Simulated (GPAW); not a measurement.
# MnSi31 (Si64 Mn2 d5p92): parallel and opposed starts

Does MnSi31 (Si64 Mn2 d5p92) prefer parallel or opposed moments, or none?

Method: PBE; plane waves with GPAW's PAW setups, scalar-relativistic, in GPAW 26.7.0.

## 1. Starting point

The cell holds 64 atoms: 2 Mn and 62 Si. Its edges and angles: a = 10.862 Å, b = 10.862 Å, c = 10.862 Å, α = 90.0°, β = 90.0°, γ = 90.0°. substitutional dopants on the host's lattice, its constants typed without a cited source, atoms not relaxed.

The cell is a made-up one and need not be a known phase.

## 2. Run 1 (ferro ++)

Parallel moments need no larger cell; this start tests for a ferromagnetic state only.

order1.py reads:

```python
import json
import numpy as np
from ase import Atoms
from ase.parallel import paropen, parprint
from gpaw import GPAW

atoms = Atoms(['Mn', 'Si', 'Si', 'Mn', 'Si', 'Si', 'Si', 'Si', 'Si', 'Si', 'Si', 'Si', 'Si', 'Si', 'Si', 'Si', 'Si', 'Si', 'Si', 'Si', 'Si', 'Si', 'Si', 'Si', 'Si', 'Si', 'Si', 'Si', 'Si', 'Si', 'Si', 'Si', 'Si', 'Si', 'Si', 'Si', 'Si', 'Si', 'Si', 'Si', 'Si', 'Si', 'Si', 'Si', 'Si', 'Si', 'Si', 'Si', 'Si', 'Si', 'Si', 'Si', 'Si', 'Si', 'Si', 'Si', 'Si', 'Si', 'Si', 'Si', 'Si', 'Si', 'Si', 'Si'],
    cell=[[10.862, 0.0, 0.0],
         [0.0, 10.862, 0.0],
         [0.0, 0.0, 10.862]],
    scaled_positions=[[0.0, 0.0, 0.0],
         [0.125, 0.125, 0.125],
         [0.0, 0.25, 0.25],
         [0.125, 0.375, 0.375],
         [0.25, 0.0, 0.25],
         [0.375, 0.125, 0.375],
         [0.25, 0.25, 0.0],
         [0.375, 0.375, 0.125],
         [0.0, 0.0, 0.5],
         [0.125, 0.125, 0.625],
         [0.0, 0.25, 0.75],
         [0.125, 0.375, 0.875],
         [0.25, 0.0, 0.75],
         [0.375, 0.125, 0.875],
         [0.25, 0.25, 0.5],
         [0.375, 0.375, 0.625],
         [0.0, 0.5, 0.0],
         [0.125, 0.625, 0.125],
         [0.0, 0.75, 0.25],
         [0.125, 0.875, 0.375],
         [0.25, 0.5, 0.25],
         [0.375, 0.625, 0.375],
         [0.25, 0.75, 0.0],
         [0.375, 0.875, 0.125],
         [0.0, 0.5, 0.5],
         [0.125, 0.625, 0.625],
         [0.0, 0.75, 0.75],
         [0.125, 0.875, 0.875],
         [0.25, 0.5, 0.75],
         [0.375, 0.625, 0.875],
         [0.25, 0.75, 0.5],
         [0.375, 0.875, 0.625],
         [0.5, 0.0, 0.0],
         [0.625, 0.125, 0.125],
         [0.5, 0.25, 0.25],
         [0.625, 0.375, 0.375],
         [0.75, 0.0, 0.25],
         [0.875, 0.125, 0.375],
         [0.75, 0.25, 0.0],
         [0.875, 0.375, 0.125],
         [0.5, 0.0, 0.5],
         [0.625, 0.125, 0.625],
         [0.5, 0.25, 0.75],
         [0.625, 0.375, 0.875],
         [0.75, 0.0, 0.75],
         [0.875, 0.125, 0.875],
         [0.75, 0.25, 0.5],
         [0.875, 0.375, 0.625],
         [0.5, 0.5, 0.0],
         [0.625, 0.625, 0.125],
         [0.5, 0.75, 0.25],
         [0.625, 0.875, 0.375],
         [0.75, 0.5, 0.25],
         [0.875, 0.625, 0.375],
         [0.75, 0.75, 0.0],
         [0.875, 0.875, 0.125],
         [0.5, 0.5, 0.5],
         [0.625, 0.625, 0.625],
         [0.5, 0.75, 0.75],
         [0.625, 0.875, 0.875],
         [0.75, 0.5, 0.75],
         [0.875, 0.625, 0.875],
         [0.75, 0.75, 0.5],
         [0.875, 0.875, 0.625]],
    pbc=True,
    magmoms=[4.5, 0.0, 0.0, 4.5, 0.0, 0.0, 0.0, 0.0, 0.0, 0.0, 0.0, 0.0, 0.0, 0.0, 0.0, 0.0, 0.0, 0.0, 0.0, 0.0, 0.0, 0.0, 0.0, 0.0, 0.0, 0.0, 0.0, 0.0, 0.0, 0.0, 0.0, 0.0, 0.0, 0.0, 0.0, 0.0, 0.0, 0.0, 0.0, 0.0, 0.0, 0.0, 0.0, 0.0, 0.0, 0.0, 0.0, 0.0, 0.0, 0.0, 0.0, 0.0, 0.0, 0.0, 0.0, 0.0, 0.0, 0.0, 0.0, 0.0, 0.0, 0.0, 0.0, 0.0])
atoms.calc = GPAW(mode={'name': 'pw', 'ecut': 450},
    xc='PBE',
    kpts={'size': (3, 3, 3), 'gamma': True},
    occupations={'name': 'fermi-dirac', 'width': 0.05},
    convergence={'density': 1e-05, 'energy': 1e-05},
    maxiter=200,
    mixer={'name': 'pulay', 'beta': 0.05, 'nmaxold': 6, 'weight': 50},
    symmetry={'tolerance': 1e-4},
    txt='order1.txt')
e = atoms.get_potential_energy(force_consistent=True)
res = {'free_energy': e, 'energy_sigma0': atoms.get_potential_energy(), 'fermi_energy': atoms.calc.get_fermi_level()}
res['moments'] = atoms.get_magnetic_moments().tolist()
res['total'] = atoms.get_magnetic_moment()
parprint('site moments (muB):', np.round(res['moments'], 3))
parprint(f"total moment: {res['total']:.3f} muB")
parprint(f'free energy: {e:.6f} eV')
atoms.calc.write('order1.gpw')
with paropen('results.json', 'w') as f:
    json.dump(res, f)
```

On the command line:

```sh
> OMP_NUM_THREADS=1 mpirun -n 8 gpaw python order1.py > order1.log
```

Numbers of over 12 decimals in the logs are rounded to 6 here.

The log of the run:

```text
site moments (muB): [ 2.842e+00 -3.800e-02 -3.800e-02  2.842e+00  3.000e-03  5.000e-03
  3.000e-03  5.000e-03 -0.000e+00  3.000e-03  3.000e-03 -0.000e+00
  1.000e-03 -2.000e-03 -5.000e-02  4.000e-03 -0.000e+00  3.000e-03
  3.000e-03 -0.000e+00 -5.000e-02  4.000e-03  1.000e-03 -2.000e-03
 -4.600e-02  7.000e-03  7.000e-03 -4.600e-02 -2.000e-03 -2.000e-03
 -2.000e-03 -2.000e-03 -2.000e-03 -2.000e-03 -2.000e-03 -2.000e-03
  5.000e-03  3.000e-03  5.000e-03  3.000e-03 -3.000e-03 -2.000e-03
 -2.000e-03 -3.000e-03  4.000e-03 -5.000e-02 -2.000e-03  1.000e-03
 -3.000e-03 -2.000e-03 -2.000e-03 -3.000e-03 -2.000e-03  1.000e-03
  4.000e-03 -5.000e-02 -2.000e-03 -3.000e-03 -3.000e-03 -2.000e-03
 -2.000e-03 -2.000e-03 -2.000e-03 -2.000e-03]
total moment: 5.987 muB
free energy: -349.659577 eV

--- order1.txt ---
Input parameters:
  mode=PW(ecut=450),
  convergence={'density': 1e-05, 'energy': 1e-05},
  kpts=MonkhorstPack(size=(3, 3, 3), gamma=True),
  maxiter=200,
  mixer=Pulay(name='pulay', nmaxold=6, beta=0.05, weight=50, sigma=0.015, g_ss=None),
  occupations=Occupations(name='fermi-dirac', width=0.05),
  symmetry=Symmetry(tolerance=0.0001),
  xc=XC(name='PBE')

Diagonalizing LCAO Hamiltonian
Converting LCAO to pw mode
        .--------------------------.
       /|                          |
      / |  Si           Si         |
     /  |                          |
    /   |      Si            Si    |
   /  Si|           Si             |
  /    Si        Si  Si        Si  |
 *      |SiSi         Si Si        |
 | Si   |   Sii Si       SiSi      |
 |      |  Si Si        Si Si      |
 |   Si Si        Si Si            |
 |   Si |      Si  Si        Si    |
 |    Si|Si      Si Si Si      Si  |
 Si    Mn--Si--Si----Si--Si--------.
 |     / Si Si        Si Si       /
 | Si /      Si Si         Si    /
 |   Si       Si  Si       Si   /
 |  /   Si           Si        /
 | / Si  Si        Si  Si     /
 |/                          /
 Mn------------Si-----------*

Atoms  # Å, Bohr magnetons
|    | symbol |        x |        y |        z |    initial magnetic moments |
|----|--------|----------|----------|----------|-----------------------------|
|  0 |     Mn | 0.000000 | 0.000000 | 0.000000 | ( 0.0000,  0.0000,  4.5000) |
|  1 |     Si | 1.357750 | 1.357750 | 1.357750 | ( 0.0000,  0.0000,  0.0000) |
|  2 |     Si | 0.000000 | 2.715500 | 2.715500 | ( 0.0000,  0.0000,  0.0000) |
|  3 |     Mn | 1.357750 | 4.073250 | 4.073250 | ( 0.0000,  0.0000,  4.5000) |
|  4 |     Si | 2.715500 | 0.000000 | 2.715500 | ( 0.0000,  0.0000,  0.0000) |
|  5 |     Si | 4.073250 | 1.357750 | 4.073250 | ( 0.0000,  0.0000,  0.0000) |
|  6 |     Si | 2.715500 | 2.715500 | 0.000000 | ( 0.0000,  0.0000,  0.0000) |
|  7 |     Si | 4.073250 | 4.073250 | 1.357750 | ( 0.0000,  0.0000,  0.0000) |
|  8 |     Si | 0.000000 | 0.000000 | 5.431000 | ( 0.0000,  0.0000,  0.0000) |
|  9 |     Si | 1.357750 | 1.357750 | 6.788750 | ( 0.0000,  0.0000,  0.0000) |
| 10 |     Si | 0.000000 | 2.715500 | 8.146500 | ( 0.0000,  0.0000,  0.0000) |
| 11 |     Si | 1.357750 | 4.073250 | 9.504250 | ( 0.0000,  0.0000,  0.0000) |
| 12 |     Si | 2.715500 | 0.000000 | 8.146500 | ( 0.0000,  0.0000,  0.0000) |
| 13 |     Si | 4.073250 | 1.357750 | 9.504250 | ( 0.0000,  0.0000,  0.0000) |
| 14 |     Si | 2.715500 | 2.715500 | 5.431000 | ( 0.0000,  0.0000,  0.0000) |
| 15 |     Si | 4.073250 | 4.073250 | 6.788750 | ( 0.0000,  0.0000,  0.0000) |
| 16 |     Si | 0.000000 | 5.431000 | 0.000000 | ( 0.0000,  0.0000,  0.0000) |
| 17 |     Si | 1.357750 | 6.788750 | 1.357750 | ( 0.0000,  0.0000,  0.0000) |
[...]
| 54 |     Si | 8.146500 | 8.146500 | 0.000000 | ( 0.0000,  0.0000,  0.0000) |
| 55 |     Si | 9.504250 | 9.504250 | 1.357750 | ( 0.0000,  0.0000,  0.0000) |
| 56 |     Si | 5.431000 | 5.431000 | 5.431000 | ( 0.0000,  0.0000,  0.0000) |
| 57 |     Si | 6.788750 | 6.788750 | 6.788750 | ( 0.0000,  0.0000,  0.0000) |
| 58 |     Si | 5.431000 | 8.146500 | 8.146500 | ( 0.0000,  0.0000,  0.0000) |
| 59 |     Si | 6.788750 | 9.504250 | 9.504250 | ( 0.0000,  0.0000,  0.0000) |
| 60 |     Si | 8.146500 | 5.431000 | 8.146500 | ( 0.0000,  0.0000,  0.0000) |
| 61 |     Si | 9.504250 | 6.788750 | 9.504250 | ( 0.0000,  0.0000,  0.0000) |
| 62 |     Si | 8.146500 | 8.146500 | 5.431000 | ( 0.0000,  0.0000,  0.0000) |
| 63 |     Si | 9.504250 | 9.504250 | 6.788750 | ( 0.0000,  0.0000,  0.0000) |

Unit cell  # Å
| periodic |         x |         y |         z |   lengths |    angles |
|----------|-----------|-----------|-----------|-----------|-----------|
|      yes | 10.862000 |  0.000000 |  0.000000 | 10.862000 | 90.000000 |
|      yes |  0.000000 | 10.862000 |  0.000000 | 10.862000 | 90.000000 |
|      yes |  0.000000 |  0.000000 | 10.862000 | 10.862000 | 90.000000 |

Number of symmetries: 2

BZ-sampling:
  Number of BZ points: 27
  Number of IBZ points: 10

  Monkhorst-Pack size: [3, 3, 3]
  Monkhorst-Pack shift: [0, 0, 0]

K-points  # in reciprocal-cell coordinates
|   |                                coordinates |     weight |
|---|--------------------------------------------|------------|
| 0 | (  0.00000000,   0.00000000,   0.00000000) | 0.03703704 |
| 1 | (  0.00000000,   0.33333333,  -0.33333333) | 0.07407407 |
| 2 | (  0.00000000,   0.33333333,   0.00000000) | 0.14814815 |
| 3 | (  0.00000000,   0.33333333,   0.33333333) | 0.07407407 |
| 4 | (  0.33333333,  -0.33333333,  -0.33333333) | 0.07407407 |
| 5 | (  0.33333333,   0.00000000,  -0.33333333) | 0.14814815 |
| 6 | (  0.33333333,   0.00000000,   0.00000000) | 0.07407407 |
| 7 | (  0.33333333,   0.33333333,  -0.33333333) | 0.14814815 |
| 8 | (  0.33333333,   0.33333333,   0.00000000) | 0.14814815 |
| 9 | (  0.33333333,   0.33333333,   0.33333333) | 0.07407407 |

Plane wave coefficients: 27784
Cutoff: 450.000000 eV

Spin-components: 2 (collinear spins)
Bands:           177
Projectors:      322
Spin-degeneracy: 1
Datatype:        complex128

Parallelization:
  kpt:    4
  domain: 2
  band:   1

Density:
  Valence electrons: 278.0
  Components: 2
  Grid points: [54 54 54]
  Charge: 0.0  # |e|

Potential:
  Grid points: [54 54 54]

species:
  Mn:
    name:    Manganese
    Z:       25.0
    valence: 15
    core:    10
    charge:  0.0  # [|e|]
    compensation charges:
      type: gauss
      rc: 0.38  # [Å]
      lmax: 2
    cutoffs:
      filter: 2.14  # [Å]
      core: 0.86  # [Å]
    projectors
    | kind |    occ | energy [eV] | rcut [Å] |
    |------|--------|-------------|----------|
    |   3s |  2.000 |     -85.859 |    1.275 |
    |   4s |  2.000 |      -5.106 |    1.275 |
    |   3p |  6.000 |     -54.597 |    1.281 |
    |   4p |  0.000 |      -1.371 |    1.281 |
    |   3d |  5.000 |      -6.771 |    1.138 |
    |    d |        |      20.441 |    1.138 |

    Using partial waves for Mn as LCAO basis

  Si:
    name:    Silicon
    Z:       14.0
    valence: 4
    core:    10
    charge:  0.0  # [|e|]
    compensation charges:
      type: gauss
      rc: 0.33  # [Å]
      lmax: 2
    cutoffs:
      filter: 1.86  # [Å]
      core: 2.06  # [Å]
    projectors
    | kind |    occ | energy [eV] | rcut [Å] |
    |------|--------|-------------|----------|
    |   3s |  2.000 |     -10.812 |    1.058 |
    |   3p |  2.000 |      -4.081 |    1.058 |
    |    s |        |      16.399 |    1.058 |
    |    p |        |      23.130 |    1.058 |
    |    d |        |       0.000 |    1.058 |

    Using partial waves for Si as LCAO basis

Reference energy: -551981.519659  # eV

eigensolver:
  PPCG
  Converge bands: occupied
  niter=2

density mixing:
  Pulay-Mixer
  Linear mixing parameters: 0.05
  Old densities: 6
  Fourier metric: weight=50, sigma=0.015

occupation numbers:
  Fermi-Dirac:
    width: 0.0500  # eV

poisson solver:
  ecut: 3600.000000  # eV

xc functional:
  name: PBE with 2 nearest neighbor stencil

convergence criteria:
- Maximum integral of absolute [dens]ity change: 1e-05 electrons / valence electron
- Maximum [total energy] change in last 3 cyles: 1e-05 eV / valence electron
- Maximum integral of absolute [eigenst]ate change: 4e-08 eV^2 / valence electron
maximum number of iterations: 200

SCF iterations
|iter     |      energy | eigst |  dens |  magmom |
|---------|-------------|-------|-------|---------|
|iter:   1|       0s | -351.253138 | +0.22 |       |  +9.0230|
|iter:   2|      40s | -351.401728 | -1.03 | -0.82 |  +8.8697|
|iter:   3|      80s | -350.854210 | -2.17 | -0.85 |  +8.6212|
|iter:   4|     122s | -349.837442 | -1.14 | -0.89 |  +6.3060|
|iter:   5|     165s | -349.507244 | -2.14 | -1.63 |  +6.4786|
|iter:   6|     206s | -349.654058 | -2.94 | -1.66 |  +6.2076|
|iter:   7|     246s | -349.590798 | -3.05 | -1.76 |  +6.2063|
|iter:   8|     287s | -349.632074 | -3.04 | -1.94 |  +6.0149|
|iter:   9|     327s | -349.620828 | -3.83 | -2.15 |  +6.0095|
|iter:  10|     369s | -349.622883 | -3.61 | -2.31 |  +5.9927|
[... 14 iterations left out ...]
|iter:  25|     941s | -349.629258c| -7.93c| -4.03 |  +5.9872|
|iter:  26|     981s | -349.629266c| -7.18 | -4.06 |  +5.9876|
|iter:  27|    1001s | -349.629265c| -8.10c| -4.36 |  +5.9875|
|iter:  28|    1020s | -349.629265c| -7.60c| -4.38 |  +5.9873|
|iter:  29|    1040s | -349.629264c| -7.55c| -4.58 |  +5.9872|
|iter:  30|    1060s | -349.629264c| -7.92c| -4.71 |  +5.9872|
|iter:  31|    1080s | -349.629264c| -7.93c| -4.71 |  +5.9872|
|iter:  32|    1100s | -349.629263c| -7.88c| -4.84 |  +5.9872|
|iter:  33|    1120s | -349.629263c| -8.14c| -4.96 |  +5.9873|
|iter:  34|    1140s | -349.629263c| -8.35c| -5.04c|  +5.9873|

Converged in 34 steps
Energy contributions relative to reference atoms: (reference = -551981.519659)

Energy contributions:
  Kinetic:         489.036185
  Coulomb:        -429.167526
  Zero:             -0.391493
  External:          0.000000
  Xc:             -409.076116
  Entropy:          -0.060627
  Spinorbit:         0.000000
  ----------------------------
  Free energy:    -349.659577
  Extrapolated:   -349.629263

dipole moment: (-189.601550, -189.753518, -189.753518)  # |e|*Ang

Total magnetic moment: (0.000000, 0.000000, 5.987263)

Local magnetic moments
|        x |        y |         z |
|----------|----------|-----------|
| 0.000000 | 0.000000 |  2.841990 |  # Mn   0
| 0.000000 | 0.000000 | -0.037917 |  # Si   1
| 0.000000 | 0.000000 | -0.037917 |  # Si   2
| 0.000000 | 0.000000 |  2.841990 |  # Mn   3
| 0.000000 | 0.000000 |  0.002963 |  # Si   4
| 0.000000 | 0.000000 |  0.004827 |  # Si   5
| 0.000000 | 0.000000 |  0.002963 |  # Si   6
| 0.000000 | 0.000000 |  0.004827 |  # Si   7
| 0.000000 | 0.000000 | -0.000286 |  # Si   8
| 0.000000 | 0.000000 |  0.002648 |  # Si   9
| 0.000000 | 0.000000 |  0.002648 |  # Si  10
| 0.000000 | 0.000000 | -0.000286 |  # Si  11
| 0.000000 | 0.000000 |  0.001204 |  # Si  12
| 0.000000 | 0.000000 | -0.001578 |  # Si  13
| 0.000000 | 0.000000 | -0.049918 |  # Si  14
| 0.000000 | 0.000000 |  0.004273 |  # Si  15
[...]
| 0.000000 | 0.000000 |  0.004273 |  # Si  54
| 0.000000 | 0.000000 | -0.049918 |  # Si  55
| 0.000000 | 0.000000 | -0.001629 |  # Si  56
| 0.000000 | 0.000000 | -0.002527 |  # Si  57
| 0.000000 | 0.000000 | -0.002527 |  # Si  58
| 0.000000 | 0.000000 | -0.001629 |  # Si  59
| 0.000000 | 0.000000 | -0.002246 |  # Si  60
| 0.000000 | 0.000000 | -0.001656 |  # Si  61
| 0.000000 | 0.000000 | -0.002246 |  # Si  62
| 0.000000 | 0.000000 | -0.001656 |  # Si  63

Fermi level: 5.449
Eigenvalues  # (at kpt = [0.000, 0.000, 0.000])
| band index |      eig [eV] | occ [0-1] |      eig [eV] | occ [0-1] |
|------------|---------------|-----------|---------------|-----------|
|          0 |       -75.181 |     1.000 |       -72.053 |     1.000 |
|        ... |               |           |               |           |
|        131 |         4.040 |     1.000 |         4.274 |     1.000 |
|        132 |         4.071 |     1.000 |         4.369 |     1.000 |
|        133 |         4.087 |     1.000 |         4.990 |     1.000 |
|        134 |         4.117 |     1.000 |         5.004 |     1.000 |
|        135 |         4.154 |     1.000 |         5.047 |     1.000 |
|        136 |         4.252 |     1.000 |         5.654 |     0.016 |
|        137 |         4.764 |     1.000 |         5.654 |     0.016 |
|        138 |         4.777 |     1.000 |         5.670 |     0.012 |
|        139 |         4.942 |     1.000 |         5.795 |     0.001 |
|        140 |         5.119 |     0.999 |         6.004 |     0.000 |
|        141 |         5.663 |     0.014 |         6.116 |     0.000 |
|        142 |         5.667 |     0.013 |         6.146 |     0.000 |
|        143 |         6.039 |     0.000 |         6.286 |     0.000 |
|        144 |         6.072 |     0.000 |         6.318 |     0.000 |
|        145 |         6.097 |     0.000 |         6.410 |     0.000 |
|        ... |               |           |               |           |
|        176 |         8.144 |     0.000 |         8.200 |     0.000 |

No gap
No difference between direct/indirect transitions
```

It took 20 min on 8 MPI ranks of Arm Neoverse V2, shared host; peak memory 6.1 GiB; 2.7 h of CPU time.

Spin moment in the augmentation sphere by element, in μB:

```tsv
element	atoms	mean	spread (r.m.s.)	least	largest
Mn	2	2.84	0.00	2.84	2.84
Si	62	-0.01	0.02	-0.05	0.01
```

The atoms farthest from the mean of their element:

```tsv
atom	x, y, z (Å)	spin moment in the augmentation sphere (μB)
Si15	2.72, 2.72, 5.43	-0.05
Si21	2.72, 5.43, 2.72	-0.05
Si56	9.50, 9.50, 1.36	-0.05
Si46	9.50, 1.36, 9.50	-0.05
Si25	0.00, 5.43, 5.43	-0.05
Si28	1.36, 9.50, 9.50	-0.05
Si3	0.00, 2.72, 2.72	-0.04
Si2	1.36, 1.36, 1.36	-0.04
```

This step gave:

```
magnetization : 5.987 μB
final state   : ferromagnetic
```

After 34 cycles the largest moment stands at 2.84 μB.

(Continued in part 2 of 2.)

[Logs and program files are shortened in this print: banners, set-up blocks, solver, clock and traceback lines can be left out without a mark of their own.]

[Logs are printed without paths, hosts, clocks, repeated set-up lines and the standing remarks that a program may print on its own settings, such as how far it seeks lower states.]

[Hosts, paths, dates, database ids (printed as entryN), source tags and the programs' standing remarks are cut or masked in the printed files.]

[Where a cell is said to come from a database of computed structures, the database is the Materials Project.]
